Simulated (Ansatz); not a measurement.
**LiY (built on the sites of a database entry of ScAg): from the cell to its phonons**

How does LiY (built on the sites of a database entry of ScAg) vibrate, and is this structure a minimum?

Method: DFT PBEsol, scalar-relativistic, plane waves, PseudoDojo norm-conserving pseudopotentials, in Ansatz 0.2.0.

The structure was built from a prototype and need not be the compound's stable phase.

**1. Starting point**

It takes space group Pm-3m (No. 221, cubic). Conventional cell: a = 3.521 Å, b = 3.521 Å, c = 3.521 Å, α = 90.00°, β = 90.00°, γ = 90.00°. Nearest to Y lie 8 Li at 3.05 Å. Nearest to Li lie 8 Y at 3.05 Å. Farther neighbours are not listed.

**2. Relaxation**

Harmonic phonons are second derivatives at a point where the forces vanish, and they are wanted at zero stress, so atoms and cell are relaxed first.

File input.yaml:

```yaml
crystal:
  lattice:
    - [3.5208, 0.0, 0.0]
    - [0.0, 3.5208, 0.0]
    - [0.0, 0.0, 3.5208]
  atoms:
    - { symbol: "Y", position: [0.5, 0.5, 0.5] }
    - { symbol: Li, position: [0.0, 0.0, 0.0] }
kpoints:
  mp_grid: { grid: [10, 10, 10] }
hamiltonian:
  xc: pbesol
  pseudopotentials: { kind: nc, accuracy: standard }
scf:
  occupations: { method: gaussian, width: 0.1 }
output:
  forces: true
  stress: true
  eigenvalues: true
  write_density: true
  write_potential: true
  elf: true
  volumetric_format: npy
relax:
  adjacent_minimum: "off"
  f_tol: 0.005
  max_steps: 80
  cell: { stress_tol: 0.05 }
```

Launch:

```console
$ ansatz run input.yaml --threads 4 --pin off --max-ram 7168MiB --backend cpu --events-out ev --progress --plain --runs-dir out
```

Numbers of over 12 decimals in the logs are rounded to 6 here.

The log of the run:

```text
Engine: ansatz 0.2.0, aarch64-unknown-linux-gnu
Pseudopotentials: kind: nc
Pseudopotential: Y, nc, valence charge 11, recommended cutoff 979.609905 eV (normal), Y.nc.azcp (PseudoDojo's, or run here from an input of PseudoDojo's; its table is named by hamiltonian.pseudopotentials.accuracy)
Pseudopotential: Li, nc, valence charge 3, recommended cutoff 1006.821291 eV (normal), Li.nc.azcp (PseudoDojo's, or run here from an input of PseudoDojo's; its table is named by hamiltonian.pseudopotentials.accuracy)
Functional definition: PBEsol
  exchange = pbesol_x
  correlation = pbesol_c
Crystal: 2 atoms, lattice volume = 43.644 Å³
Basis set: ecut = 1006.821291 eV, 3119 PW (Γ), exchange–correlation on 80×80×80 points (8 copies of the dense FFT grid, shifted against one another)
Bands: 11, of which v1, the nominal top of the filled ones, is band 7 counted from 1 (6 counted from 0)
Symmetry: 48 space group operations
Space group: Pm-3m (ITA 221), of the structure as read, at distance tolerance 3.5e-5 Å
k-points: 56 of 1000
Non-local potential: Y, projectors of the file, l = 0: 2, l = 1: 2, l = 2: 2
Non-local potential: Li, projectors of the file, l = 0: 2, l = 1: 2
Initial density: superposition of atomic densities (chi_scale 0.1, normalization cell, long waves kept (reshape's long-wave potential 0.00 eV rms))
Initial wavefunctions: pseudopotential atomic-orbital guess
Functional: x = pbesol(κ = 0.804, μ = 0.123457), c = pbesol(β = 0.046)
SCF iter   1: F=—  HF=-1304.180947 eV  |F-HF|=—  |Δ(HF+E_count)|=         —  Δρ=2.20e-2  dr2=4.92e-1  ethr=3.10e-3  ⟨swp⟩=5.7  Hψ=3809  notcnv=0
preconditioner: auto → none  [metal: Δε(μ)=0.011 eV  Ē_g=3.692 eV  σ=0.100 eV  W_gap=0.06  n_scr=6 (ndim 8)  ℏωp=11.2 eV  f_vac=0.000  D(μ)=2.53/eV (n_scr^D=26)  sad-step TF]
SCF iter   2: F=—  HF=-1304.072554 eV  |F-HF|=—  |Δ(HF+E_count)|=   1.08e-1  Δρ=1.35e-2  dr2=1.95e-1  ethr=3.10e-3  ⟨swp⟩=1.5  Hψ=1113  notcnv=0
SCF iter   3: F=—  HF=-1304.004836 eV  |F-HF|=—  |Δ(HF+E_count)|=   6.77e-2  Δρ=1.21e-3  dr2=2.15e-4  ethr=1.39e-3  ⟨swp⟩=2.8  Hψ=1056  notcnv=0
SCF iter   4: F=—  HF=-1304.005289 eV  |F-HF|=—  |Δ(HF+E_count)|=   4.53e-4  Δρ=3.65e-4  dr2=2.90e-5  ethr=1.54e-6  ⟨swp⟩=2.2  Hψ=998  notcnv=0
SCF iter   5: F=—  HF=-1304.005287 eV  |F-HF|=—  |Δ(HF+E_count)|=   1.95e-6  Δρ=5.63e-5  dr2=2.23e-6  ethr=2.07e-7  ⟨swp⟩=2.0  Hψ=970  notcnv=0
SCF iter   6: F=-1304.005286 eV  HF=-1304.005286 eV  |F-HF|=2.20e-8  |Δ(HF+E_count)|=   8.39e-7  Δρ=7.19e-6  dr2=2.65e-8  ethr=7.14e-10  ⟨swp⟩=9.9  Hψ=5087  notcnv=0
SCF 1 converged in 6 iterations: F = -1304.005286 eV  dr2 = 2.65e-8
relax step   1: F+E_penalty+E_count = -1304.00528623 eV  Δ(F+E_penalty+E_count) = +0.000e0 eV  max|allowed force component| = 4.174e-29 eV/Å  Δτ_max = 0.0000 Å  P = +5.474 GPa  Ω = 43.644 Å³  (6 SCF iters, dr2 threshold 1.00e-7 eV, accepted)
Crystal: 2 atoms, lattice volume = 50.343 Å³
Basis set: ecut = 1006.821291 eV, 3743 PW (Γ), exchange–correlation on 80×80×80 points (8 copies of the dense FFT grid, shifted against one another)
Initial density: handed on by an earlier stage of this run
Initial wavefunctions: those handed on with the density
iter 1 solved again at ethr=1.70e-5 eV; its pass at ethr=3.10e-3 eV (dr2=2.37e-3 eV) is discarded
SCF iter   1: F=—  HF=-1304.100307 eV  |F-HF|=—  |Δ(HF+E_count)|=         —  Δρ=2.32e-3  dr2=2.62e-3  ethr=1.70e-5  ⟨swp⟩=2.0  Hψ=5237  notcnv=0
preconditioner: auto → none  [metal: Δε(μ)=0.010 eV  Ē_g=3.101 eV  σ=0.100 eV  W_gap=0.06  n_scr=6 (ndim 8)  ℏωp=10.5 eV  f_vac=0.000  D(μ)=3.15/eV (n_scr^D=26)]
SCF iter   2: F=—  HF=-1304.100017 eV  |F-HF|=—  |Δ(HF+E_count)|=   2.91e-4  Δρ=9.17e-4  dr2=2.72e-4  ethr=1.70e-5  ⟨swp⟩=2.3  Hψ=823  notcnv=0
SCF iter   3: F=—  HF=-1304.100084 eV  |F-HF|=—  |Δ(HF+E_count)|=   6.78e-5  Δρ=3.59e-4  dr2=4.54e-5  ethr=1.94e-6  ⟨swp⟩=1.0  Hψ=623  notcnv=0
SCF iter   4: F=—  HF=-1304.100092 eV  |F-HF|=—  |Δ(HF+E_count)|=   7.65e-6  Δρ=1.25e-5  dr2=6.04e-8  ethr=1.43e-9  ⟨swp⟩=11.3  Hψ=5555  notcnv=0
SCF iter   5: F=-1304.100092 eV  HF=-1304.100092 eV  |F-HF|=7.12e-11  |Δ(HF+E_count)|=   1.55e-8  Δρ=2.57e-6  dr2=1.23e-9  ethr=4.32e-10  ⟨swp⟩=6.9  Hψ=3985  notcnv=0
SCF 2 converged in 5 iterations: F = -1304.100092 eV  dr2 = 1.23e-9
relax step   2: F+E_penalty+E_count = -1304.10009193 eV  Δ(F+E_penalty+E_count) = -9.481e-2 eV  max|allowed force component| = 1.553e-30 eV/Å  Δτ_max = 0.0000 Å  P = -0.386 GPa  Ω = 50.343 Å³  energy of the carried Pulay correction = -8.088e-4 eV  (5 SCF iters, dr2 threshold 2.00e-7 eV, accepted)
Crystal: 2 atoms, lattice volume = 49.840 Å³
Basis set: ecut = 1006.821291 eV, 3695 PW (Γ), exchange–correlation on 80×80×80 points (8 copies of the dense FFT grid, shifted against one another)
iter 1 solved again at ethr=1.46e-7 eV; its pass at ethr=3.10e-3 eV (dr2=2.04e-5 eV) is discarded
SCF iter   1: F=—  HF=-1304.100829 eV  |F-HF|=—  |Δ(HF+E_count)|=         —  Δρ=1.59e-4  dr2=1.29e-5  ethr=1.46e-7  ⟨swp⟩=3.1  Hψ=4948  notcnv=0
preconditioner: auto → none  [metal: Δε(μ)=0.003 eV  Ē_g=3.138 eV  σ=0.100 eV  W_gap=0.02  n_scr=6 (ndim 8)  ℏωp=10.5 eV  f_vac=0.000  D(μ)=3.13/eV (n_scr^D=26)]
SCF iter   2: F=—  HF=-1304.100827 eV  |F-HF|=—  |Δ(HF+E_count)|=   1.84e-6  Δρ=6.34e-5  dr2=1.15e-6  ethr=9.19e-8  ⟨swp⟩=2.3  Hψ=817  notcnv=0
SCF iter   3: F=-1304.100827 eV  HF=-1304.100827 eV  |F-HF|=3.32e-8  |Δ(HF+E_count)|=   2.56e-7  Δρ=2.51e-5  dr2=1.98e-7  ethr=1.43e-9  ⟨swp⟩=11.0  Hψ=4848  notcnv=0
SCF 3 converged in 3 iterations: F = -1304.100827 eV  dr2 = 1.98e-7
relax step   3: F+E_penalty+E_count = -1304.10082728 eV  Δ(F+E_penalty+E_count) = -7.354e-4 eV  max|allowed force component| = 2.136e-30 eV/Å  Δτ_max = 0.0000 Å  P = -0.044 GPa  Ω = 49.840 Å³  energy of the carried Pulay correction = -7.520e-4 eV  (3 SCF iters, dr2 threshold 2.00e-7 eV, accepted)
[...]
relax step   4: F+E_penalty+E_count = -1304.10360299 eV  Δ(F+E_penalty+E_count) = -2.776e-3 eV  max|allowed force component| = 5.789e-30 eV/Å  Δτ_max = 0.0000 Å  P = +0.086 GPa  Ω = 49.840 Å³  stress off target by 8.64e-2 GPa  SCF on the basis re-selected at this cell (its energy is not comparable with the rows above)  (5 SCF iters)
[...]
relax step   5: F+E_penalty+E_count = -1304.10362453 eV  Δ(F+E_penalty+E_count) = -2.155e-5 eV  max|allowed force component| = 1.093e-30 eV/Å  Δτ_max = 0.0000 Å  P = +0.004 GPa  Ω = 49.966 Å³  energy of the carried Pulay correction = -1.383e-5 eV  (3 SCF iters, dr2 threshold 1.86e-8 eV, accepted)
iter 1 solved again at ethr=3.56e-8 eV; its pass at ethr=3.10e-3 eV (dr2=4.98e-6 eV) is discarded
SCF iter   1: F=—  HF=-1304.103639 eV  |F-HF|=—  |Δ(HF+E_count)|=         —  Δρ=6.17e-6  dr2=1.35e-8  ethr=3.56e-8  ⟨swp⟩=4.9  Hψ=6229  notcnv=0
SCF iter   2: F=—  HF=-1304.103637 eV  |F-HF|=—  |Δ(HF+E_count)|=   1.42e-6  Δρ=2.84e-6  dr2=2.62e-9  ethr=9.65e-11  ⟨swp⟩=2.0  Hψ=888  notcnv=0
SCF iter   3: F=—  HF=-1304.103637 eV  |F-HF|=—  |Δ(HF+E_count)|=  8.87e-10  Δρ=6.23e-7  dr2=2.16e-10  ethr=1.87e-11  ⟨swp⟩=1.4  Hψ=678  notcnv=0
SCF iter   4: F=-1304.103637 eV  HF=-1304.103637 eV  |F-HF|=6.82e-13  |Δ(HF+E_count)|=  3.43e-11  Δρ=9.54e-8  dr2=2.29e-12  ethr=1.00e-12  ⟨swp⟩=6.4  Hψ=3976  notcnv=0
SCF 6 converged in 4 iterations: F = -1304.103637 eV  dr2 = 2.29e-12
relax step   6: F+E_penalty+E_count = -1304.10363715 eV  Δ(F+E_penalty+E_count) = -1.261e-5 eV  max|allowed force component| = 3.139e-30 eV/Å  Δτ_max = 0.0000 Å  P = +0.004 GPa  Ω = 49.966 Å³  stress off target by 4.11e-3 GPa  SCF on the basis re-selected at this cell (its energy is not comparable with the rows above)  (4 SCF iters)
basis re-selected at this cell: Δ(F+E_penalty+E_count) = -1.261e-5 eV, ΔP = +0.000 GPa vs the last step (what re-selecting the basis moved, of the pressure what is left beyond the Pulay correction that the steps carried, after the strain that the cell walked since its last selection, with what the two solves' SCF thresholds leave and, on support functions, any second-order correction that the steps lacked; it is no m [...]
SCF converged after 4 iterations
Free energy (F): -1304.103637 eV
Harris-Foulkes:  -1304.103637 eV  (|F-HF|=6.82e-13)
Internal energy: -1304.087977 eV  (E = F + TS)
E sigma→0 (E₀):  -1304.095807 eV
Entropy (-TS):   -0.015660 eV (-7.830 meV/atom)
Fermi energy:    6.641173 eV
--- Per-component energies (eV) ---
  E_band       = -224.764041
  E_kinetic    = 454.925385
  E_local      = -910.714998  (includes V_loc(G=0)·N_el)
  E_nonlocal   = -8.676694
  E_hartree    = 243.432705
  E_xc         = -258.573518
  E_vxc        = -247.163152  (∫ρ·V_xc dr)
  E_ewald      = -824.480857
  E_smearing   = -0.015660  (= −TS)
  E_closure    = 0.000000  (closes the sum)
  Σ components = -1304.103637   (vs F -1304.103637, Δ=0.00e0)
--- Forces (eV/Å), atoms counted from 1 ---
  atom   1  Y      0.00000000    -0.00000000     0.00000000
  atom   2  Li     0.00000000    -0.00000000     0.00000000
  max |Σ_I F_I| component: 6.34e-30 eV/Å
--- Stress (GPa, compression-positive) ---
        0.004111       0.000000      -0.000000
        0.000000       0.004111       0.000000
       -0.000000       0.000000       0.004111
  P = ⅓ Tr σ = 0.0041 GPa (0.041 kbar)
--- Band table (eV; the first three rows and the last of 56) ---
  k-point 0: bands = [... 3 lower, -16.1620, -16.1620, 2.3306, 6.5359, 6.5359, 10.4930, 10.4930, 10.4930]
  k-point 1: bands = [... 3 lower, -16.1600, -16.1600, 2.4545, 6.5643, 6.5858, 10.0921, 10.0921, 10.5118]
  k-point 2: bands = [... 3 lower, -16.1548, -16.1548, 2.8020, 6.5827, 6.7233, 9.4486, 9.4486, 10.5617]
  k-point 55: bands = [... 3 lower, -16.3396, -16.3396, 5.7309, 5.7309, 5.7309, 11.1897, 11.1897, 11.1897]
--- Relaxed structure (4 steps of the walk, 4 accepted, 2 SCFs on fresh bases) ---
  F+E_penalty+E_count = -1304.10363715 eV   max|allowed force component| = 3.139e-30 eV/Å   (the final SCF, on the basis selected at the relaxed cell)
  cell:  # Å, volume = 49.9655 Å³
    - [3.683185, 0, 0]
    - [0, 3.683185, 0.0]
    - [0, 0.0, 3.683185]
  atoms:
    - { symbol: Y, position: [0.5, 0.5, 0.5] }
    - { symbol: Li, position: [0, 0, 0] }
```

It took 8.9 s on 4 threads of Arm Neoverse V2, shared host; peak memory 0.41 GiB.

Step by step:

| step | energy less that of the first step (eV) | largest force component (eV/Å) | pressure (GPa) | volume (Å³) |
| --- | --- | --- | --- | --- |
| 1 | 0.0000 | 0.0000 | 5.47 | 43.64 |
| 2 | -0.0948 | 0.0000 | -0.39 | 50.34 |
| 3 | -0.0955 | 0.0000 | -0.04 | 49.84 |
| 4* | -0.0983 | 0.0000 | 0.09 | 49.84 |
| 5 | -0.0983 | 0.0000 | 0.00 | 49.97 |
| 6* | -0.0984 | 0.0000 | 0.00 | 49.97 |

Relaxation steps marked * repeat the geometry before them on a plane-wave basis chosen anew for their cell, so energy and pressure can jump there.

The run keeps the 48 symmetry operations that it works with, so distortions that break them were not tested.

| conventional cell, symmetrised | before | after | change |
| --- | --- | --- | --- |
| a (Å) | 3.521 | 3.683 | +4.6 % |
| b (Å) | 3.521 | 3.683 | +4.6 % |
| c (Å) | 3.521 | 3.683 | +4.6 % |
| volume (Å³/atom) | 21.82 | 24.98 | +14.5 % |

Final coordinates:

```
Y Li
1.0
     3.68319    0.00000    0.00000
     0.00000    3.68319    0.00000
     0.00000    0.00000    3.68319
Y Li
1 1
Direct
  0.50000 0.50000 0.50000
  0.00000 0.00000 0.00000
```

Numbers from this step:

```yaml
pressure: 0.004111 GPa
volume_per_atom: 24.98 Å³
gap_on_the_k_mesh: 0 eV
```

ELF in the ac plane at fractional y = 0.000, with atoms of Li within 0.2 Å of it. It is the smooth field of the valence electrons, not physical close to the nuclei.

Ten even steps from '0' (0.39 × 1e-1) to '9' (9.76 × 1e-1), each cell a mean:
```
98203677752049
53003667653004
00024566654100
12345444455432
55554433345555
77654322234667
77654211234677
77654321234667
66654332344566
23455444445433
00135555554200
31014666653002
97103677752038
99302677751059
```
Columns run along a (3.7 Å), rows up along c (3.7 Å). Atoms in or near the plane, at fractional coordinates: Li at (0.00, 0.00).

Valence density in the ac plane at fractional y = 0.000, with atoms of Li within 0.2 Å of it. It is the smooth field of the valence electrons, not physical close to the nuclei.

Values in e/Å³, 14 rows by 14 columns, each cell a mean:
```
 7  3  0  0  0  0  0  0  0  0  0  0  1  4
 1  0  0  0  0  0  0  0  0  0  0  0  0  1
 0  0  0  0  0  0  0  0  0  0  0  0  0  0
 0  0  0  0  0  0  0  0  0  0  0  0  0  0
 0  0  0  0  0  0  0  0  0  0  0  0  0  0
 0  0  0  0  0  0  0  0  0  0  0  0  0  0
 0  0  0  0  0  0  0  0  0  0  0  0  0  0
 0  0  0  0  0  0  0  0  0  0  0  0  0  0
 0  0  0  0  0  0  0  0  0  0  0  0  0  0
 0  0  0  0  0  0  0  0  0  0  0  0  0  0
 0  0  0  0  0  0  0  0  0  0  0  0  0  0
 1  0  0  0  0  0  0  0  0  0  0  0  0  0
 5  2  0  0  0  0  0  0  0  0  0  0  0  3
15  5  1  0  0  0  0  0  0  0  0  0  1  7
```
Columns run along a (3.7 Å), rows up along c (3.7 Å). Atoms in or near the plane, at fractional coordinates: Li at (0.00, 0.00).

Electrostatic potential energy in the ac plane at fractional y = 0.000, with atoms of Li within 0.2 Å of it. With pseudopotentials it is smooth inside the atoms' cores, unlike the true potential.

Ten even steps from '_' (-16 eV) to '@' (10 eV), each cell a mean:
```
__..==##%%@@@@@@@@@@%%**--__
::==**%%@@@@@@@@@@@@%%##++--
**####%%@@@@@@@@@@@@@@%%##**
%%%%@@@@@@@@@@@@@@@@@@@@%%%%
@@@@@@@@@@@@@@@@@@@@@@@@@@@@
@@@@@@@@@@@@%%%%%%@@@@@@@@@@
@@@@@@@@@@%%%%%%%%@@@@@@@@@@
@@@@@@@@@@@@%%%%%%@@@@@@@@@@
@@@@@@@@@@@@@@%%@@@@@@@@@@@@
%%%%@@@@@@@@@@@@@@@@@@@@@@%%
####%%%%@@@@@@@@@@@@@@%%%%##
--++**%%@@@@@@@@@@@@@@##**==
__..++##%%@@@@@@@@@@%%##==..
____--##%%@@@@@@@@@@%%**::__
```
Columns run along a (3.7 Å; values clipped at the 3rd and 97th percentile), rows up along c (3.7 Å). Atoms in or near the plane, at fractional coordinates: Li at (0.00, 0.00).

In this step the volume went from 21.82 to 24.98 Å³/atom.

**3. Bringing the structure to rest**

The relaxation is repeated from its end on the same settings, as a check that it has come to rest.

input.yaml, the sections that differ from step 2:

```yaml
crystal:
  lattice:
    - [3.6831851504, 0.0, 0.0]
    - [0.0, 3.6831851504, 0.0]
    - [0.0, 0.0, 3.6831851504]
  atoms:
    - { symbol: "Y", position: [0.5, 0.5, 0.5] }
    - { symbol: Li, position: [0.0, 0.0, 0.0] }
output:
  forces: true
  stress: true
  eigenvalues: true
# kpoints, hamiltonian, scf, relax: as in step 2
```

The log of the run:

```text
[...]
Crystal: 2 atoms, lattice volume = 49.966 Å³
Basis set: ecut = 1006.821291 eV, 3695 PW (Γ), exchange–correlation on 80×80×80 points (8 copies of the dense FFT grid, shifted against one another)
Bands: 11, of which v1, the nominal top of the filled ones, is band 7 counted from 1 (6 counted from 0)
Symmetry: 48 space group operations
[...]
k-points: 56 of 1000
[...]
k-point 55: bands = [... 3 lower, -16.3396, -16.3396, 5.7309, 5.7309, 5.7309, 11.1897, 11.1897, 11.1897]
--- Relaxed structure (1 steps of the walk, 1 accepted, 1 SCFs on fresh bases) ---
[...]
cell:  # Å, volume = 49.9655 Å³
    - [3.6831851504, 0.0, 0.0]
    - [0.0, 3.6831851504, 0.0]
    - [0.0, 0.0, 3.6831851504]
  atoms:
    - { symbol: Y, position: [0.5, 0.5, 0.5] }
    - { symbol: Li, position: [0.0, 0.0, 0.0] }
[key lines of the parts left out:]
SCF converged after 4 iterations
Free energy (F): -1304.103637 eV
Fermi energy:    6.641172 eV
P = ⅓ Tr σ = 0.0041 GPa (0.041 kbar)
```

Wall time 3.3 s (4 threads); peak memory 0.4 GiB.

Little changed from the start: no atom moved by 0.005 Å and no cell edge by 0.1 %.

In this step the volume went from 24.98 to 24.98 Å³/atom.

**4. Relaxing to small forces for the phonons**

Phonons need a cell at rest on their own settings, so the relaxation is repeated with tight tolerances on forces and stress, using the mesh and the filling of the phonon run that follows.

input.yaml, the sections that differ from step 3:

```yaml
scf:
  occupations: { method: methfessel_paxton, width: 0.15 }
relax:
  adjacent_minimum: "off"
  f_tol: 0.001
  max_steps: 60
  cell: { stress_tol: 0.01 }
# crystal, kpoints, hamiltonian, output: as in step 3
```

The log of the run:

```text
[...]
Crystal: 2 atoms, lattice volume = 49.966 Å³
Basis set: ecut = 1006.821291 eV, 3695 PW (Γ), exchange–correlation on 80×80×80 points (8 copies of the dense FFT grid, shifted against one another)
Bands: 11, of which v1, the nominal top of the filled ones, is band 7 counted from 1 (6 counted from 0)
Symmetry: 48 space group operations
[...]
k-points: 56 of 1000
[...]
k-point 55: bands = [... 3 lower, -16.3426, -16.3426, 5.7303, 5.7303, 5.7303, 11.1890, 11.1890, 11.1890]
--- Relaxed structure (1 steps of the walk, 1 accepted, 1 SCFs on fresh bases) ---
[...]
cell:  # Å, volume = 49.9655 Å³
    - [3.6831851504, 0.0, 0.0]
    - [0.0, 3.6831851504, 0.0]
    - [0.0, 0.0, 3.6831851504]
  atoms:
    - { symbol: Y, position: [0.5, 0.5, 0.5] }
    - { symbol: Li, position: [0.0, 0.0, 0.0] }
[key lines of the parts left out:]
SCF converged after 5 iterations
Free energy (F): -1304.096788 eV
Fermi energy:    6.642573 eV
P = ⅓ Tr σ = 0.0024 GPa (0.024 kbar)
```

Elapsed: 3.3 s, on 4 threads; peak memory 0.4 GiB.

Little changed from the start: no atom moved by 0.005 Å and no cell edge by 0.1 %.

Numbers from this step:

```yaml
pressure: 0.002379 GPa
```

The forces vanish by symmetry and the pressure is 0.002 GPa, within the tolerances set. The cell now holds 24.98 Å³/atom.

[end of part 1 of 2]

[Logs are printed without paths, hosts, clocks, repeated set-up lines and the standing remarks that a program may print on its own settings, such as how far it seeks lower states.]

[Hosts, paths, dates, database ids (printed as entryN), source tags and the programs' standing remarks are cut or masked in the printed files.]
